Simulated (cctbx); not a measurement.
## Occupancies in CuNiRuS4

Cell a = 6.5900 Å, b = 6.8500 Å, c = 9.4920 Å, α = 90.00°, β = 90.00°, γ = 90.00°; space group Imma (no. 74); nominal formula CuNiRuS4.

The data are simulated with cctbx, not measured: Mo Kα, λ = 0.71073 Å, to d = 0.84 Å, 70 % of the full sphere, strongest reflection 5000 counts, noise from counting, a 1.5 % proportional error and a noise floor of 8 counts (s.d.); no absorption, and some extinction, which the refinements don't model.

With every site full:

```text
Rint 0.038, 220 unique reflections to 0.84 A
cycle     R1     wR2    GooF  max shift (A)
   1  0.0974  0.1927   6.041   0.00478
   2  0.0324  0.0681   2.136   0.00000
final R1 0.0324 wR2 0.0681 GooF 2.136  parameters 24  data/parameter 9.2
atom        x        y        z      Ueq    occ   su(xyz)  su(Uiso or U11)
Ru1    0.25000  0.25000  0.25000   0.0067  1.000  0.00000  0.0007
Cu1    0.00000  0.75000  0.37017   0.0185  1.000  0.00031  0.0013
Ni1    0.00000  0.00000  0.00000   0.0088  1.000  0.00000  0.0012
S1     0.50000  0.96842  0.74001   0.0103  1.000  0.00049  0.0015
S2     0.27660  0.75000  0.51616   0.0120  1.000  0.00050  0.0016
difference map: max 1.10 min -2.00 rms 0.33
Q1    0.2233  0.2500  0.3036    8    1.14  0.54 A from Ru1
Q2    0.0000  0.2500  0.7399    4    0.90  1.04 A from Cu1
Q3    0.0000  0.9839  0.1410    8    0.77  0.99 A from S1
Q4    0.0000  0.2500  0.2303    4    0.76  1.50 A from S1
Q5    0.0926  0.1712  0.7182   16    0.75  1.17 A from Cu1
Q6    0.0522  0.2500  0.9770    8    0.73  1.19 A from S2
```

With the occupancies of the suspect sites free, each still typed as its main element:

```text
Rint 0.038, 220 unique reflections to 0.84 A
cycle     R1     wR2    GooF  max shift (A)
   1  0.0689  0.1334   4.193   0.00157
   3  0.0213  0.0457   1.437   0.00001
final R1 0.0213 wR2 0.0457 GooF 1.437  parameters 25  data/parameter 8.8
atom        x        y        z      Ueq    occ   su(xyz)  su(Uiso or U11)
Ru1    0.25000  0.25000  0.25000   0.0084  1.000  0.00000  0.0005
Cu1    0.00000  0.75000  0.37033   0.0108  0.863  0.00021  0.0010
Ni1    0.00000  0.00000  0.00000   0.0105  1.000  0.00000  0.0008
S1     0.50000  0.96849  0.74007   0.0116  1.000  0.00032  0.0010
S2     0.27638  0.75000  0.51625   0.0140  1.000  0.00034  0.0011
su of occupancy Cu1: 0.008
difference map: max 1.06 min -1.07 rms 0.24
Q1    0.0000  0.2500  0.7239    4    1.07  0.89 A from Cu1
Q2    0.0000  0.2500  0.9753    4    0.82  1.52 A from S2
Q3    0.0000  0.9921  0.1349    8    0.74  1.03 A from S1
Q4    0.1444  0.1539  0.2247   16    0.58  0.99 A from Ru1
Q5    0.1463  0.2500  0.6423    8    0.57  0.97 A from Cu1
Q6    0.1330  0.2500  0.1274    8    0.56  1.21 A from S2
```

**Question.** What is the disorder?

X-rays count electrons. Cu1 refines to 0.863(0.008), or 25.0 electrons; the site truly holds 0.85 Cu, 24.6 electrons, which is 0.850 of Cu. A value under 1 can't tell vacancies from a lighter guest, and one over 1 needs a heavier guest; chemistry or a second radiation must settle which. Occupancy correlates with U and the scale, so the match is approximate.

Freeing them takes R1 from 0.0324 to 0.0213 and GooF from 2.14 to 1.44.

This is a model crystal, built by substitution and not relaxed, with assumed displacement parameters.

[Middle refinement cycles are left out of these outputs.]

[Logs are printed without paths, hosts, clocks, repeated set-up lines and the standing remarks that a program may print on its own settings, such as how far it seeks lower states.]
